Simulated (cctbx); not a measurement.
# Reading a Patterson map

Space group Fddd (no. 70, origin choice 1), a = 6.4930 Å, b = 10.0010 Å, c = 11.4900 Å, α = 90.00°, β = 90.00°, γ = 90.00°, content Ir16 Sr8 Al16.

Simulated single-crystal data (cctbx): Ag Kα, λ = 0.56087 Å, to d = 0.6 Å, 70 % of the full sphere, strongest reflection 40000 counts, noise from counting, a 3 % proportional error and a noise floor of 4 counts (s.d.); no absorption.

Patterson synthesis, origin scaled to 1000:

```text
Patterson group F m m m
      u       v       w   height  length (A)
  0.000   0.000   0.000   1000.0     0.00
  0.250   0.250   0.250    489.7     4.14
  0.000   0.000   0.267    447.6     3.07
  0.000   0.000   0.366    353.7     4.21
  0.250   0.250   0.000    335.9     2.98
  0.250   0.250   0.116    173.2     3.27
  0.000   0.186   0.133     66.2     2.40
  0.251   0.066   0.117     27.2     2.21
  0.000   0.183   0.500     18.4     6.03
  0.232   0.214   0.189      7.5     3.40
  0.183   0.184   0.500      5.2     6.15
  0.220   0.076   0.258      2.5     3.37
  0.080   0.140   0.000     -1.1     1.49
  0.183   0.092   0.000     -1.3     1.50
```

**Question.** Which atom pairs make the peaks, and where is the heaviest atom?

A peak at u stands for all pairs with xi − xj = u, with weight Σ ZiZj against Σ Z² = 109120 at the origin. Peak heights follow these weights only roughly, since form factors, motion and series ripples differ, all vectors within 0.55 Å of a peak are counted as merged into it though the farther ones add only part of their weight, and F(000) is left out, which lowers the whole map:

| u | v | w | shortest length (Å) | height | 1000 ΣZiZj/ΣZ² | pairs in the cell |
| --- | --- | --- | --- | --- | --- | --- |
| 0.250 | 0.250 | 0.250 | 4.14 | 490 | 500 | 8 × Ir–Ir, 4 × Sr–Sr, 8 × Al–Al |
| 0.000 | 0.000 | 0.267 | 3.07 | 448 | 435 | 8 × Ir–Ir |
| 0.000 | 0.000 | 0.366 | 3.59 | 354 | 429 | 16 × Ir–Sr |
| 0.250 | 0.250 | 0.000 | 2.98 | 336 | 435 | 8 × Ir–Ir |
| 0.250 | 0.250 | 0.116 | 3.27 | 173 | 215 | 8 × Ir–Sr |
| 0.000 | 0.186 | 0.133 | 2.41 | 66 | 147 | 16 × Ir–Al |

The table stops at ten peaks or at a height of 45, below which ripples compete. In the model behind the data Ir, the heaviest element, has 1 independent site: (1/2, 0, 0.3665), up to an allowed shift of origin; the Ir–Ir vectors are differences of these positions and their symmetry mates. The whole model:

| atom | mult. | x | y | z | Ueq (Å²) |
| --- | --- | --- | --- | --- | --- |
| Ir1 | 16 | 1/2 | 0 | 0.3665 | 0.0148 |
| Sr1 | 8 | 1/2 | 0 | 0 | 0.0202 |
| Al1 | 16 | 1/2 | 0.3154 | 0 | 0.0343 |

This is a model crystal, built by substitution and not relaxed, with assumed displacement parameters.

[Logs are printed without paths, hosts, clocks, repeated set-up lines and the standing remarks that a program may print on its own settings, such as how far it seeks lower states.]
